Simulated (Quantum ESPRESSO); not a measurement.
**Iridium (Fm-3m): from the cell to the phonon bands**

How does Iridium (Fm-3m) vibrate, and is this structure a minimum?

Calculated with Quantum ESPRESSO 7.5; DFT LDA, scalar-relativistic, plane waves, PseudoDojo norm-conserving pseudopotentials.

The database entry behind the starting cell differs from later determinations by our own check (0.1 to 0.3 % short, probably kX units), so it need not match the best structure at ambient conditions.

### Step 1. The structure

It takes space group Fm-3m (No. 225, cubic). The conventional cell has a = 3.831 Å, b = 3.831 Å, c = 3.831 Å, α = 90.00°, β = 90.00°, γ = 90.00°. Nearest to Ir lie 12 Ir at 2.71 Å.

### Step 2. A probe with smearing

A cheap run with smearing and empty bands tells whether the crystal has a gap, which decides between fixed occupations and smearing later on.

Input file probe.in:

```
&control
   calculation = 'scf'
   prefix = 'x'
   outdir = './tmp'
   pseudo_dir = './pseudo'
   tprnfor = .true.
   tstress = .true.
   verbosity = 'high'
/
&system
   ibrav = 2
   celldm(1) = 7.23991873
   nat = 1
   ntyp = 1
   ecutwfc = 75.0
   occupations = 'smearing'
   smearing = 'gaussian'
   degauss = 0.01
/
&electrons
   conv_thr = 1.0d-07
   mixing_beta = 0.7
   electron_maxstep = 100
/
ATOMIC_SPECIES
 Ir    192.2170  Ir.upf
ATOMIC_POSITIONS crystal
 Ir     0.000000000   0.000000000   0.000000000
K_POINTS automatic
 8 8 8 0 0 0
```

Started as:

```console
$ OMP_NUM_THREADS=1 mpirun -n 4 pw.x -nk 4 -in probe.in > probe.out
```

What it wrote:

```text
[banners, grids, parts of the stress and lines that vanish by symmetry left out]
Program PWSCF v.7.5
     bravais-lattice index     =            2
     lattice parameter (alat)  =       7.2399  a.u.
[...]
kinetic-energy cutoff     =      75.0000  Ry
     charge density cutoff     =     300.0000  Ry
     scf convergence threshold =      1.0E-07
[...]
Exchange-correlation= SLA  PW   NOGX NOGC
                           (   1   4   0   0   0   0   0)
[...]
48 Sym. Ops., with inversion, found
[...]
(     0          1          0      )
                  (     0          0          1      )
[...]
(  0.0000000  1.0000000  0.0000000 )
                  (  0.0000000  0.0000000  1.0000000 )
[...]
(     1          0         -1      )
                  (     0          0         -1      )
[...]
(  1.0000000  0.0000000  0.0000000 )
                  (  0.0000000 -1.0000000  0.0000000 )
[...]
(     0          1         -1      )
                  (     0          1          0      )
[...]
( -1.0000000  0.0000000  0.0000000 )
                  (  0.0000000  1.0000000  0.0000000 )
[...]
number of k points=    29  Gaussian smearing, width (Ry)=  0.0100
[...]
End of self-consistent calculation
[...]
the Fermi energy is    25.7667 ev
!    total energy              =    -229.91858513 Ry
[...]
convergence has been achieved in   5 iterations
[...]
atom    1 type  1   force =     0.00000000    0.00000000    0.00000000
[...]
Total force =     0.000000     Total SCF correction =     0.000000
[...]
total   stress  (Ry/bohr**3)                   (kbar)     P=      -52.59
[...]
XML data file, charge density, pseudopotentials, collected wavefunctions

   JOB DONE.
```

Elapsed: 3.7 s, on 4 MPI ranks of Intel Xeon at 2.70GHz, shared host.

Read from the output:

```
volume per atom   : 14.06 Å³
pressure          : -5.259 GPa
gap on the k-mesh : 0 eV
```

No gap opens on this mesh, so smearing is kept; the start stands at -5.3 GPa.

### Step 3. Relaxing the cell and atoms

The relaxation runs at a cutoff a fifth above that of the response, since stress converges more slowly with the basis than frequencies do. Forces and stress are brought to rest with tight thresholds.

Input file relax.in:

```
&control
   calculation = 'vc-relax'
   prefix = 'x'
   outdir = './tmp'
   pseudo_dir = './pseudo'
   tprnfor = .true.
   tstress = .true.
   forc_conv_thr = 2.0d-05
   etot_conv_thr = 1.0d-07
   nstep = 40
/
&system
   ibrav = 2
   celldm(1) = 7.23991873
   nat = 1
   ntyp = 1
   ecutwfc = 90
   occupations = 'smearing'
   smearing = 'mv'
   degauss = 0.02
/
&electrons
   conv_thr = 1.0d-11
   mixing_beta = 0.7
   electron_maxstep = 100
/
&ions
/
&cell
   press_conv_thr = 0.2
/
ATOMIC_SPECIES
 Ir    192.2170  Ir.upf
ATOMIC_POSITIONS crystal
 Ir     0.000000000   0.000000000   0.000000000
K_POINTS automatic
 16 16 16 0 0 0
```

Started as:

```console
$ OMP_NUM_THREADS=1 mpirun -n 4 pw.x -nk 4 -in relax.in > relax.out
```

What it wrote:

```text
[banners, grids, parts of the stress and lines that vanish by symmetry left out]
[banner, memory and clock lines left out]
Program PWSCF v.7.5

[...]
kinetic-energy cutoff     =      90.0000  Ry
     charge density cutoff     =     360.0000  Ry
     scf convergence threshold =      1.0E-11
[...]
energy convergence thresh.=      1.0E-07
     force convergence thresh. =      2.0E-05
     press convergence thresh. =      2.0E-01
     Exchange-correlation= SLA  PW   NOGX NOGC
                           (   1   4   0   0   0   0   0)
[...]
48 Sym. Ops., with inversion, found
[...]
number of k points=   145  Marzari-Vanderbilt smearing, width (Ry)=  0.0200
[...]
End of self-consistent calculation
[...]
the Fermi energy is    25.7377 ev
!    total energy              =    -229.92337130 Ry
[...]
convergence has been achieved in   8 iterations
[...]
atom    1 type  1   force =     0.00000000    0.00000000    0.00000000
     Total force =     0.000000     Total SCF correction =     0.000000
[...]
total   stress  (Ry/bohr**3)                   (kbar)     P=      -66.83
[...]
number of bfgs steps    =   0
[...]
CELL_PARAMETERS (alat=  7.23991873)
[...]
ATOMIC_POSITIONS (crystal)
Ir               0.0000000000        0.0000000000        0.0000000000
[...]
New effective cutoffs (rho, wfc):  366.02   92.07
[...]
End of self-consistent calculation
[...]
the Fermi energy is    26.8753 ev
!    total energy              =    -229.92336428 Ry
[...]
convergence has been achieved in   6 iterations
[...]
atom    1 type  1   force =     0.00000000    0.00000000    0.00000000
     Total force =     0.000000     Total SCF correction =     0.000000
[...]
total   stress  (Ry/bohr**3)                   (kbar)     P=       72.25
[...]
number of bfgs steps    =   1
[...]
CELL_PARAMETERS (alat=  7.23991873)
[...]
ATOMIC_POSITIONS (crystal)
Ir               0.0000000000        0.0000000000        0.0000000000
[...]
New effective cutoffs (rho, wfc):  361.83   91.01
[...]
End of self-consistent calculation
[...]
the Fermi energy is    26.2975 ev
!    total energy              =    -229.92374521 Ry
[...]
convergence has been achieved in   5 iterations
[...]
atom    1 type  1   force =     0.00000000    0.00000000    0.00000000
     Total force =     0.000000     Total SCF correction =     0.000000
[...]
total   stress  (Ry/bohr**3)                   (kbar)     P=       -0.78
[...]
number of bfgs steps    =   1
[...]
CELL_PARAMETERS (alat=  7.23991873)
[...]
ATOMIC_POSITIONS (crystal)
Ir               0.0000000000        0.0000000000        0.0000000000
[...]
New effective cutoffs (rho, wfc):  361.88   91.03
[...]
End of self-consistent calculation
[...]
the Fermi energy is    26.3042 ev
!    total energy              =    -229.92374526 Ry
[...]
convergence has been achieved in   4 iterations
[...]
atom    1 type  1   force =     0.00000000    0.00000000    0.00000000
     Total force =     0.000000     Total SCF correction =     0.000000
[...]
total   stress  (Ry/bohr**3)                   (kbar)     P=        0.01
[...]
bfgs converged in   4 scf cycles and   2 bfgs steps
[...]
End of BFGS Geometry Optimization
     Final enthalpy           =    -229.9237452633 Ry
     File ./tmp/x.bfgs deleted, as requested
[...]
CELL_PARAMETERS (alat=  7.23991873)
[...]
ATOMIC_POSITIONS (crystal)
Ir               0.0000000000        0.0000000000        0.0000000000
[...]
Final scf calculation at the relaxed structure.
[...]
kinetic-energy cutoff     =      90.0000  Ry
     charge density cutoff     =     360.0000  Ry
     scf convergence threshold =      1.0E-13
[...]
press convergence thresh. =      2.0E-01
     Exchange-correlation= SLA  PW   NOGX NOGC
                           (   1   4   0   0   0   0   0)
[...]
48 Sym. Ops., with inversion, found
[...]
number of k points=   145  Marzari-Vanderbilt smearing, width (Ry)=  0.0200
[...]
End of self-consistent calculation
[...]
the Fermi energy is    26.3042 ev
!    total energy              =    -229.92374453 Ry
[...]
convergence has been achieved in   8 iterations
[...]
atom    1 type  1   force =     0.00000000    0.00000000    0.00000000
     Total force =     0.000000     Total SCF correction =     0.000000
[...]
total   stress  (Ry/bohr**3)                   (kbar)     P=        0.01
[...]
XML data file, charge density, pseudopotentials, collected wavefunctions
```

It took 39 s on 4 MPI ranks; 2.5 min of CPU time.

The steps of the relaxation:

```tsv
step	energy less that of the first step (eV)	largest force (eV/Å)	pressure (GPa)	volume (Å³)
1	0.0000	0.0000	-6.68	14.06
2	0.0001	0.0000	7.22	13.59
3	-0.0051	0.0000	-0.08	13.82
4	-0.0051	0.0000	0.00	13.82
5	-0.0051	0.0000	0.00	13.82
```

```tsv
conventional cell, symmetrised	before	after	change
a (Å)	3.831	3.809	-0.6 %
b (Å)	3.831	3.809	-0.6 %
c (Å)	3.831	3.809	-0.6 %
volume (Å³/atom)	14.06	13.82	-1.7 %
```

The relaxed structure:

```xyz
1
Lattice="-1.9046 0.0000 1.9046 0.0000 1.9046 1.9046 -1.9046 1.9046 0.0000" Properties=species:S:1:pos:R:3 pbc="T T T"
Ir    0.0000    0.0000    0.0000
```

The last row of the table of steps is pw.x's closing run on a basis chosen anew for the final cell, so its energy can jump.

Read from the output:

```
volume per atom : 13.82 Å³
pressure        : 0.001 GPa
```

The volume changes by -1.7 % from the cell with which this run began.

### Step 4. Self-consistent run for the response

The response is built on this ground state, so it is converged far tighter than an energy would need. Smearing stays on, as the first look found no gap above 0.3 eV.

Input file scf.in:

```
&control
   calculation = 'scf'
   prefix = 'x'
   outdir = './tmp'
   pseudo_dir = './pseudo'
   tprnfor = .true.
   tstress = .true.
/
&system
   ibrav = 2
   celldm(1) = 7.19851796
   nat = 1
   ntyp = 1
   ecutwfc = 75.0
   occupations = 'smearing'
   smearing = 'mv'
   degauss = 0.02
/
&electrons
   conv_thr = 1.0d-12
   mixing_beta = 0.7
   electron_maxstep = 100
/
ATOMIC_SPECIES
 Ir    192.2170  Ir.upf
ATOMIC_POSITIONS crystal
 Ir     0.000000000   0.000000000   0.000000000
K_POINTS automatic
 16 16 16 0 0 0
```

Started as:

```console
$ OMP_NUM_THREADS=1 mpirun -n 4 pw.x -nk 4 -in scf.in > scf.out
```

What it wrote:

```text
[banners, grids, parts of the stress and lines that vanish by symmetry left out]
[banner, memory and clock lines left out]
Program PWSCF v.7.5

[...]
kinetic-energy cutoff     =      75.0000  Ry
     charge density cutoff     =     300.0000  Ry
     scf convergence threshold =      1.0E-12
[...]
Exchange-correlation= SLA  PW   NOGX NOGC
                           (   1   4   0   0   0   0   0)
[...]
48 Sym. Ops., with inversion, found
[...]
number of k points=   145  Marzari-Vanderbilt smearing, width (Ry)=  0.0200
[...]
End of self-consistent calculation
[...]
the Fermi energy is    26.3042 ev
!    total energy              =    -229.92373230 Ry
[...]
convergence has been achieved in   8 iterations
[...]
atom    1 type  1   force =     0.00000000    0.00000000    0.00000000
     Total force =     0.000000     Total SCF correction =     0.000000
[...]
total   stress  (Ry/bohr**3)                   (kbar)     P=       -0.01
[...]
XML data file, charge density, pseudopotentials, collected wavefunctions
```

Elapsed: 9.3 s, on 4 MPI ranks.

This step gave:

```
pressure : -0.001 GPa
```

The cell stands at -0.001 GPa, close enough for phonons.

(Continued in part 2 of 3.)

[Host names and launcher messages were left out of these logs when they were recorded.]

[Logs are printed without paths, hosts, clocks, repeated set-up lines and the standing remarks that a program may print on its own settings, such as how far it seeks lower states.]

[Hosts, paths, dates, database ids (printed as entryN), source tags and the programs' standing remarks are cut or masked in the printed files.]
